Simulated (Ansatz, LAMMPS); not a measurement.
# Structural relaxation of a frame of liquid SiO0.5 from 3700 K (79 atoms), part 2 of 3

Aim: bring a frame of liquid SiO0.5 from 3700 K (79 atoms) to a nearby minimum of the energy and see what moves.

Ansatz 0.2.0; Kohn-Sham DFT, PBE, PAW (set soft_2), plane waves.

The cell: 53 Si and 26 O. The starting topology of bonds comes from the classical model. The Brillouin zone is sampled at Γ only, in a cell whose shortest periodic width is 11 Å.

So far. Step 3 (Single point at the start): The r.m.s. force component of 2.0 eV/Å and the pressure of 6.7 GPa set the starting point.

### 4. Relaxation

The atoms are relaxed in the fixed cell, aiming at the force tolerance of the input.

input.yaml

```yaml
crystal:
  lattice:
    - [11.195, 0.0, 0.0]
    - [0.0, 11.195, 0.0]
    - [0.0, 0.0, 11.195]
  atoms:
    [... the 79 atom lines of step 3 ...]
kpoints:
  mp_grid: { grid: [1, 1, 1] }
hamiltonian:
  xc: pbe
scf:
  occupations: { method: gaussian, width: 0.05 }
output:
  forces: true
relax:
  f_tol: 0.05
  max_steps: 200
```

Command:

```bash
ansatz run input.yaml --threads 4 --pin off --max-ram 8192MiB --backend cpu --events-out ev --progress --plain --runs-dir out
```

Numbers of over 12 decimals in the logs are rounded to 6 here.

The log of the run:

```text
[...]
Crystal: 79 atoms, lattice volume = 1403.047 Å³
Basis set: ecut = 420 eV, 27369 PW (Γ), exchange–correlation on 150×150×150 points (8 copies of the dense FFT grid, shifted against one another)
Bands: 263, of which v1, the nominal top of the filled ones, is band 184 counted from 1 (183 counted from 0)
Symmetry: 1 space group operations
[...]
k-points: 1
[...]
SCF iter   1: F=—  HF=-48407.665301 eV  |F-HF|=—  |Δ(HF+E_count)|=         —  Δρ=8.12e-3  dr2=2.43e0  ethr=1.77e-3  ⟨swp⟩=6.0  Hψ=1224  notcnv=0  defer=34
[...]
SCF iter   8: F=-48407.343303 eV  HF=-48407.343310 eV  |F-HF|=6.61e-6  |Δ(HF+E_count)|=   5.67e-6  Δρ=1.67e-5  dr2=9.82e-6  ethr=1.70e-8  ⟨swp⟩=4.0  Hψ=769  notcnv=0
SCF 1 converged in 8 iterations: F = -48407.343303 eV  dr2 = 9.82e-6
[...]
relax step   1: F+E_penalty+E_count = -48407.34330307 eV  Δ(F+E_penalty+E_count) = +0.000e0 eV  max|allowed force component| = 9.639e0 eV/Å  Δτ_max = 0.0000 Å  (8 SCF iters, dr2 threshold 6.25e-5 eV, accepted)
[...]
relax step   2: F+E_penalty+E_count = -48418.25995338 eV  Δ(F+E_penalty+E_count) = -1.092e1 eV  max|allowed force component| = 5.604e0 eV/Å  Δτ_max = 0.1949 Å  (6 SCF iters, dr2 threshold 1.00e-4 eV, accepted)
[...]
relax step   3: F+E_penalty+E_count = -48427.12738598 eV  Δ(F+E_penalty+E_count) = -8.867e0 eV  max|allowed force component| = 2.642e0 eV/Å  Δτ_max = 0.1950 Å  (6 SCF iters, dr2 threshold 1.00e-4 eV, accepted)
relax step   4: F+E_penalty+E_count = -48432.14692690 eV  Δ(F+E_penalty+E_count) = -5.020e0 eV  max|allowed force component| = 1.920e0 eV/Å  Δτ_max = 0.1952 Å  (6 SCF iters, dr2 threshold 1.00e-4 eV, accepted)
relax step   5: F+E_penalty+E_count = -48435.12633120 eV  Δ(F+E_penalty+E_count) = -2.979e0 eV  max|allowed force component| = 1.289e0 eV/Å  Δτ_max = 0.1957 Å  (6 SCF iters, dr2 threshold 1.00e-4 eV, accepted)
relax step   6: F+E_penalty+E_count = -48437.73002403 eV  Δ(F+E_penalty+E_count) = -2.604e0 eV  max|allowed force component| = 1.031e0 eV/Å  Δτ_max = 0.1950 Å  (9 SCF iters, dr2 threshold 1.00e-4 eV, accepted)
relax step   7: F+E_penalty+E_count = -48440.02053303 eV  Δ(F+E_penalty+E_count) = -2.291e0 eV  max|allowed force component| = 1.004e0 eV/Å  Δτ_max = 0.1948 Å  (10 SCF iters, dr2 threshold 1.00e-4 eV, accepted)
relax step   8: F+E_penalty+E_count = -48441.59139107 eV  Δ(F+E_penalty+E_count) = -1.571e0 eV  max|allowed force component| = 7.605e-1 eV/Å  Δτ_max = 0.1982 Å  (8 SCF iters, dr2 threshold 1.00e-4 eV, accepted)
relax step   9: F+E_penalty+E_count = -48442.78125836 eV  Δ(F+E_penalty+E_count) = -1.190e0 eV  max|allowed force component| = 7.651e-1 eV/Å  Δτ_max = 0.1904 Å  (7 SCF iters, dr2 threshold 1.00e-4 eV, accepted)
relax step  10: F+E_penalty+E_count = -48443.85734890 eV  Δ(F+E_penalty+E_count) = -1.076e0 eV  max|allowed force component| = 6.464e-1 eV/Å  Δτ_max = 0.1953 Å  (7 SCF iters, dr2 threshold 1.00e-4 eV, accepted)
relax step  11: F+E_penalty+E_count = -48444.83173760 eV  Δ(F+E_penalty+E_count) = -9.744e-1 eV  max|allowed force component| = 5.218e-1 eV/Å  Δτ_max = 0.1924 Å  (7 SCF iters, dr2 threshold 1.00e-4 eV, accepted)
relax step  12: F+E_penalty+E_count = -48445.60560059 eV  Δ(F+E_penalty+E_count) = -7.739e-1 eV  max|allowed force component| = 1.225e0 eV/Å  Δτ_max = 0.1929 Å  (7 SCF iters, dr2 threshold 1.00e-4 eV, accepted)
relax step  13: F+E_penalty+E_count = -48446.33769551 eV  Δ(F+E_penalty+E_count) = -7.321e-1 eV  max|allowed force component| = 5.150e-1 eV/Å  Δτ_max = 0.1933 Å  (7 SCF iters, dr2 threshold 1.00e-4 eV, accepted)
relax step  14: F+E_penalty+E_count = -48447.04077331 eV  Δ(F+E_penalty+E_count) = -7.031e-1 eV  max|allowed force component| = 6.811e-1 eV/Å  Δτ_max = 0.1938 Å  (8 SCF iters, dr2 threshold 4.68e-5 eV, accepted)
relax step  15: F+E_penalty+E_count = -48447.52739734 eV  Δ(F+E_penalty+E_count) = -4.866e-1 eV  max|allowed force component| = 4.541e-1 eV/Å  Δτ_max = 0.1949 Å  (6 SCF iters, dr2 threshold 8.19e-5 eV, accepted)
relax step  16: F+E_penalty+E_count = -48447.91374617 eV  Δ(F+E_penalty+E_count) = -3.863e-1 eV  max|allowed force component| = 3.654e-1 eV/Å  Δτ_max = 0.1950 Å  (6 SCF iters, dr2 threshold 9.16e-5 eV, accepted)
relax step  17: F+E_penalty+E_count = -48448.30576278 eV  Δ(F+E_penalty+E_count) = -3.920e-1 eV  max|allowed force component| = 4.667e-1 eV/Å  Δτ_max = 0.1910 Å  (7 SCF iters, dr2 threshold 5.93e-5 eV, accepted)
relax step  18: F+E_penalty+E_count = -48448.75838018 eV  Δ(F+E_penalty+E_count) = -4.526e-1 eV  max|allowed force component| = 6.753e-1 eV/Å  Δτ_max = 0.1948 Å  (6 SCF iters, dr2 threshold 1.00e-4 eV, accepted)
relax step  19: F+E_penalty+E_count = -48449.28154829 eV  Δ(F+E_penalty+E_count) = -5.232e-1 eV  max|allowed force component| = 8.006e-1 eV/Å  Δτ_max = 0.1967 Å  (6 SCF iters, dr2 threshold 1.00e-4 eV, accepted)
relax step  20: F+E_penalty+E_count = -48449.67337948 eV  Δ(F+E_penalty+E_count) = -3.918e-1 eV  max|allowed force component| = 4.016e-1 eV/Å  Δτ_max = 0.1947 Å  (6 SCF iters, dr2 threshold 1.00e-4 eV, accepted)
relax step  21: F+E_penalty+E_count = -48449.99933333 eV  Δ(F+E_penalty+E_count) = -3.260e-1 eV  max|allowed force component| = 6.323e-1 eV/Å  Δτ_max = 0.1935 Å  (7 SCF iters, dr2 threshold 4.06e-5 eV, accepted)
relax step  22: F+E_penalty+E_count = -48450.26562641 eV  Δ(F+E_penalty+E_count) = -2.663e-1 eV  max|allowed force component| = 6.426e-1 eV/Å  Δτ_max = 0.1943 Å  (7 SCF iters, dr2 threshold 1.00e-4 eV, accepted)
relax step  23: F+E_penalty+E_count = -48450.53100942 eV  Δ(F+E_penalty+E_count) = -2.654e-1 eV  max|allowed force component| = 6.689e-1 eV/Å  Δτ_max = 0.1943 Å  (7 SCF iters, dr2 threshold 1.00e-4 eV, accepted)
relax step  24: F+E_penalty+E_count = -48450.81943149 eV  Δ(F+E_penalty+E_count) = -2.884e-1 eV  max|allowed force component| = 6.106e-1 eV/Å  Δτ_max = 0.1950 Å  (7 SCF iters, dr2 threshold 1.00e-4 eV, accepted)
[...]
relax step  48: F+E_penalty+E_count = -48453.27369405 eV  Δ(F+E_penalty+E_count) = +4.825e-2 eV  max|allowed force component| = 2.149e0 eV/Å  Δτ_max = 0.1951 Å  (6 SCF iters, dr2 threshold 1.00e-4 eV, rejected (line search))
relax step  49: F+E_penalty+E_count = -48453.48890478 eV  Δ(F+E_penalty+E_count) = -1.670e-1 eV  max|allowed force component| = 4.619e-1 eV/Å  Δτ_max = 0.0976 Å  (10 SCF iters, accepted)
[...]
relax step  65: F+E_penalty+E_count = -48454.84736582 eV  Δ(F+E_penalty+E_count) = -1.593e-1 eV  max|allowed force component| = 1.053e0 eV/Å  Δτ_max = 0.1394 Å  (6 SCF iters, dr2 threshold 1.00e-4 eV, accepted)
relax step  66: F+E_penalty+E_count = -48455.10270999 eV  Δ(F+E_penalty+E_count) = -2.553e-1 eV  max|allowed force component| = 5.031e-1 eV/Å  Δτ_max = 0.1911 Å  (6 SCF iters, dr2 threshold 1.00e-4 eV, accepted)
relax step  67: F+E_penalty+E_count = -48455.29880871 eV  Δ(F+E_penalty+E_count) = -1.961e-1 eV  max|allowed force component| = 4.631e-1 eV/Å  Δτ_max = 0.1932 Å  (6 SCF iters, dr2 threshold 5.78e-5 eV, accepted)
relax step  68: F+E_penalty+E_count = -48455.39374841 eV  Δ(F+E_penalty+E_count) = -9.494e-2 eV  max|allowed force component| = 2.838e-1 eV/Å  Δτ_max = 0.1970 Å  (6 SCF iters, dr2 threshold 4.90e-5 eV, accepted)
relax step  69: F+E_penalty+E_count = -48455.45014977 eV  Δ(F+E_penalty+E_count) = -5.640e-2 eV  max|allowed force component| = 2.397e-1 eV/Å  Δτ_max = 0.0809 Å  (6 SCF iters, dr2 threshold 3.03e-5 eV, accepted)
relax step  70: F+E_penalty+E_count = -48455.53718601 eV  Δ(F+E_penalty+E_count) = -8.704e-2 eV  max|allowed force component| = 3.699e-1 eV/Å  Δτ_max = 0.2000 Å  (7 SCF iters, dr2 threshold 2.16e-5 eV, accepted)
relax step  71: F+E_penalty+E_count = -48455.56455055 eV  Δ(F+E_penalty+E_count) = -2.736e-2 eV  max|allowed force component| = 2.764e-1 eV/Å  Δτ_max = 0.1952 Å  (6 SCF iters, dr2 threshold 9.76e-5 eV, accepted)
relax step  72: F+E_penalty+E_count = -48455.61665219 eV  Δ(F+E_penalty+E_count) = -5.210e-2 eV  max|allowed force component| = 1.557e-1 eV/Å  Δτ_max = 0.0772 Å  (5 SCF iters, dr2 threshold 4.27e-5 eV, accepted)
relax step  73: F+E_penalty+E_count = -48455.33263618 eV  Δ(F+E_penalty+E_count) = +2.840e-1 eV  max|allowed force component| = 1.238e0 eV/Å  Δτ_max = 0.2000 Å  (8 SCF iters, dr2 threshold 7.69e-6 eV, rejected (line search))
relax step  74: F+E_penalty+E_count = -48455.63772409 eV  Δ(F+E_penalty+E_count) = -2.107e-2 eV  max|allowed force component| = 6.254e-2 eV/Å  Δτ_max = 0.0407 Å  (10 SCF iters, accepted)
relax step  75: F+E_penalty+E_count = -48455.63861157 eV  Δ(F+E_penalty+E_count) = -8.875e-4 eV  max|allowed force component| = 6.303e-2 eV/Å  Δτ_max = 0.0356 Å  (8 SCF iters, accepted)
[...]
relax step  76: F+E_penalty+E_count = -48455.64145581 eV  Δ(F+E_penalty+E_count) = -2.844e-3 eV  max|allowed force component| = 3.909e-2 eV/Å  Δτ_max = 0.0298 Å  (7 SCF iters, accepted)
SCF converged after 7 iterations
Free energy (F): -48455.641456 eV
[...]
Internal energy: -48455.641456 eV  (E = F + TS)
E sigma→0 (E₀):  -48455.641456 eV
Fermi energy:    5.606622 eV
[...]
--- Forces (eV/Å), atoms counted from 1 ---
  atom   1  Si    -0.00444232    -0.00845343    -0.00631262
  atom   2  Si     0.00416825    -0.00628440    -0.00374679
  atom   3  Si    -0.00148564     0.00242045     0.00699428
  atom   4  Si     0.00027688    -0.00696764     0.01747327
  atom   5  Si     0.00478926     0.00265942     0.00380900
  atom   6  Si    -0.00169374    -0.00234508    -0.00017841
  atom   7  Si    -0.00229372    -0.00273888    -0.00406017
  atom   8  Si    -0.00068108     0.00065943    -0.00439075
  atom   9  Si    -0.00999053    -0.00081940     0.00170367
  atom  10  Si    -0.00489256    -0.01101309     0.00231063
  atom  11  Si    -0.00507679    -0.00494722    -0.00915116
  atom  12  Si    -0.00104700     0.00946416    -0.00211299
  atom  13  Si    -0.00494090     0.00397476    -0.00091860
  atom  14  Si    -0.00084741    -0.00496259     0.00001496
[...]
atom  78  O     -0.01140339     0.00473632     0.00413936
  atom  79  O     -0.00854055    -0.00191501    -0.01767804
  max |Σ_I F_I| component: 7.45e-5 eV/Å
--- Relaxed structure (76 steps of the walk, 74 accepted, 0 SCFs on fresh bases) ---
  F+E_penalty+E_count = -48455.64145581 eV   max|allowed force component| = 3.909e-2 eV/Å
  atoms:
    - { symbol: Si, position: [0.340201, 0.704743, 0.932937] }
    - { symbol: Si, position: [0.024116, 0.557810, 0.187000] }
    - { symbol: Si, position: [0.246161, 0.082688, 0.882901] }
    - { symbol: Si, position: [0.264249, 0.845137, 0.591021] }
[...]
- { symbol: O, position: [0.444793, 0.107185, 0.603364] }
```

Run time: 6.5 min. Hardware: 4 threads of Arm Neoverse V2, shared host; peak memory 1.4 GiB; 25 min of CPU time.

Step by step (22 of 76):

```csv
step,energy less that of the first step (eV),largest force component (eV/Å)
1,0.0000,9.6394
5,-27.7830,1.2890
8,-34.2481,0.7605
12,-38.2623,1.2253
15,-40.1841,0.4541
19,-41.9382,0.8006
22,-42.9223,0.6426
26,-44.3043,0.6235
30,-45.0570,0.2314
33,-45.1362,0.1201
37,-45.4387,0.3809
40,-45.7737,0.3592
44,-45.8718,0.1326
47,-45.9786,0.6004
51,-46.3496,0.5287
55,-46.5652,0.2725
58,-46.8203,0.3645
62,-47.0945,0.3802
65,-47.5041,1.0529
69,-48.1068,0.2397
72,-48.2733,0.1557
76,-48.2982,0.0391
```

Relaxation steps 48, 73 were tried and not accepted.

The atoms that moved most (Å):

| atom | dx | dy | dz | length |
| --- | --- | --- | --- | --- |
| Si43 | -1.485 | -2.138 | -0.340 | 2.625 |
| Si5 | -0.976 | 1.766 | 1.045 | 2.272 |
| O75 | -0.034 | -0.396 | 1.914 | 1.955 |
| O66 | 0.080 | -0.207 | -1.841 | 1.854 |
| O69 | 0.698 | 1.289 | -0.838 | 1.689 |
| Si16 | -0.222 | -1.595 | 0.475 | 1.679 |
| Si32 | -0.199 | 1.397 | 0.828 | 1.636 |
| Si46 | 0.883 | -0.465 | -1.266 | 1.612 |

The relaxation changed the energy by -611 meV/atom, and atoms moved by 1.1 Å r.m.s., 2.6 Å at most.

### 5. Distances and neighbours after relaxation

Density 2.25 g/cm³, 17.76 Å³ an atom.

Pair distribution functions g(r), in bins of 0.2 Å:

```
r (Å)  total  Si-Si  Si-O   O-O
 1.60   2.50   0.00  5.70  0.00
 1.80   0.81   0.00  1.84  0.00
 2.00   0.05   0.00  0.11  0.00
 2.20   0.07   0.08  0.09  0.00
 2.40   2.20   4.88  0.00  0.00
 2.60   0.63   0.59  0.00  3.37
 2.80   0.43   0.40  0.16  1.71
 3.00   0.73   0.44  1.07  0.55
 3.20   1.48   0.98  2.15  0.78
 3.40   1.07   0.72  1.45  1.00
 3.60   1.21   0.77  1.79  0.64
 3.80   0.90   1.05  0.85  0.46
 4.00   1.03   1.27  0.88  0.61
 4.20   1.06   1.29  0.92  0.65
 4.40   1.08   1.12  0.94  1.45
 4.60   1.06   1.10  0.94  1.40
 4.80   0.88   0.83  0.88  1.07
 5.00   0.88   0.89  0.83  1.06
 5.20   1.05   0.93  1.24  0.79
 5.40   1.02   0.98  1.12  0.74
```

(Continued in part 3 of 3.)

[Logs are printed without paths, hosts, clocks, repeated set-up lines and the standing remarks that a program may print on its own settings, such as how far it seeks lower states.]

[Hosts, paths, dates, database ids (printed as entryN), source tags and the programs' standing remarks are cut or masked in the printed files.]
